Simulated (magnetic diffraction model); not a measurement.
## Which magnetic order? Pr3AgPbS7

Space group P6_3 (no. 173), a = 10.4220 Å, c = 6.1070 Å.

```
site  atom       x       y       z
  2b    Pb     1/3     2/3  0.3323
  6c    Pr  0.6395  0.7696  0.7436
  2a    Ag       0       0  0.7270
  6c     S  0.4777  0.8886  0.4891
  6c     S  0.8436  0.0905  0.7259
  2b     S     1/3     2/3  0.9520
```

This is a made-up structure (elements placed in a structure type, unrelaxed), so the numbers test the method and describe no known phase.

Only Pr is taken to order (form factors of Pr3+); orders and moment sizes are assumed, and not adapted to the symmetry. Radiation: neutrons of λ = 4.2 Å, 3° to 90°; isotropic B of 0.35 Å² (Pb), 0.34 Å² (Pr), 0.39 Å² (Ag) and 0.58 Å² (S). Simulated constant-wavelength pattern: nuclear and magnetic terms add, the magnetic one as |2.695 fm × Σ f S⊥ exp(2πi Q·r) exp(−B s²)|², summed over all Q at one angle with the factor 1/(sin²θ cos θ). For collinear order S is the moment m, which repeats by lattice and centring translations R with the sign exp(−2πi k·R). Free-ion form factors, Sears's scattering lengths of 1992, no absorption; a label names one of the reflections at its angle. The strongest nuclear line in the range is 100, and lines under 0.2 are left out.

Above the ordering temperature:

```tsv
2θ (°)	index	I
26.91	(1 0 0)	4.4
47.53	(1 1 0)	95.9
49.06	(1 0 1)	50.2
55.46	(2 0 0)	8.4
63.98	(1 1 1)	13.6
70.70	(2 0 1)	100.0
75.99	(2 1 0)	8.7
86.90	(0 0 2)	46.5
88.53	(3 0 0)	27.4
89.68	(2 1 1)	93.1
```

Below it (cell unchanged):

```tsv
2θ (°)	I
13.36	8.9
23.25	6.4
26.91	4.4
35.85	59.9
42.57	11.7
46.98	20.7
47.53	95.9
49.06	50.2
49.60	1.3
54.97	15.3
55.46	8.4
58.67	0.5
60.94	2.9
63.98	13.6
64.43	7.8
65.69	6.3
70.70	100.0
71.14	1.7
74.38	3.8
75.57	5.3
75.99	8.7
78.75	1.4
80.74	2.5
85.02	7.5
86.90	46.5
88.13	17.8
88.45	0.9
88.53	27.4
89.68	93.1
```

**Question.** Check that the new lines index with k = (1/2 0 0), then choose among these models:
A. collinear moments along [100], 1.8 μB on Pr; signs + at (0.6395, 0.7696, 0.7436), + at (0.3605, 0.2304, 0.2436), − at (0.7696, 0.1301, 0.2436), − at (0.1301, 0.3605, 0.7436), − at (0.2304, 0.8699, 0.7436), + at (0.8699, 0.6395, 0.2436)
B. collinear moments along [100], 1.8 μB on Pr; signs + at (0.6395, 0.7696, 0.7436), − at (0.3605, 0.2304, 0.2436), − at (0.7696, 0.1301, 0.2436), − at (0.1301, 0.3605, 0.7436), + at (0.2304, 0.8699, 0.7436), + at (0.8699, 0.6395, 0.2436)
C. collinear moments along [101], 1.8 μB on Pr; signs + at (0.6395, 0.7696, 0.7436), − at (0.3605, 0.2304, 0.2436), − at (0.7696, 0.1301, 0.2436), − at (0.1301, 0.3605, 0.7436), + at (0.2304, 0.8699, 0.7436), + at (0.8699, 0.6395, 0.2436)
D. collinear moments along [101], 1.8 μB on Pr; signs + at (0.6395, 0.7696, 0.7436), + at (0.3605, 0.2304, 0.2436), − at (0.7696, 0.1301, 0.2436), − at (0.1301, 0.3605, 0.7436), − at (0.2304, 0.8699, 0.7436), + at (0.8699, 0.6395, 0.2436)

The new lines index as (1/2 0 0) at 13.36°, (1/2 -1 0) at 23.25°, (1/2 1 0) at 35.85° and (1/2 0 1) at 42.57°, that is as H ± k with k = (1/2 0 0), one of 3 inequivalent arms of its star (k and −k counted as one), which a powder can't tell apart. Half indices mean that the moments reverse under translations with k·R a half-integer, and the magnetic cell has twice the primitive volume.

Magnetic intensity, observed (below minus above) and for each model:

| 2θ (°) | index | observed | A | B | C | D |
| --- | --- | --- | --- | --- | --- | --- |
| 13.36 | (1/2 0 0) | 8.9 | 12.9 | 5.0 | 8.9 | 22.8 |
| 23.25 | (1/2 -1 0) | 6.4 | 25.8 | 5.9 | 6.4 | 28.0 |
| 35.85 | (1/2 1 0) | 59.9 | 9.0 | 55.6 | 59.9 | 11.1 |
| 46.98 | (1/2 -1 1) | 20.7 | 17.6 | 25.4 | 20.7 | 14.3 |
| 49.60 | (3/2 -2 0) | 1.3 | 18.2 | 1.0 | 1.3 | 19.7 |
| 58.67 | (3/2 0 1) | 0.5 | 13.5 | 0.6 | 0.5 | 12.9 |
| 60.94 | (3/2 1 0) | 2.9 | 9.7 | 2.1 | 2.9 | 11.8 |
| 88.13 | (3/2 -3 1) | 17.8 | 2.0 | 18.1 | 17.8 | 2.0 |

Model C matches.

The structure used: k = (1/2 0 0), collinear moments along [101], 1.8 μB on Pr; signs + at (0.6395, 0.7696, 0.7436), − at (0.3605, 0.2304, 0.2436), − at (0.7696, 0.1301, 0.2436), − at (0.1301, 0.3605, 0.7436), + at (0.2304, 0.8699, 0.7436), + at (0.8699, 0.6395, 0.2436).

[Logs are printed without paths, hosts, clocks, repeated set-up lines and the standing remarks that a program may print on its own settings, such as how far it seeks lower states.]
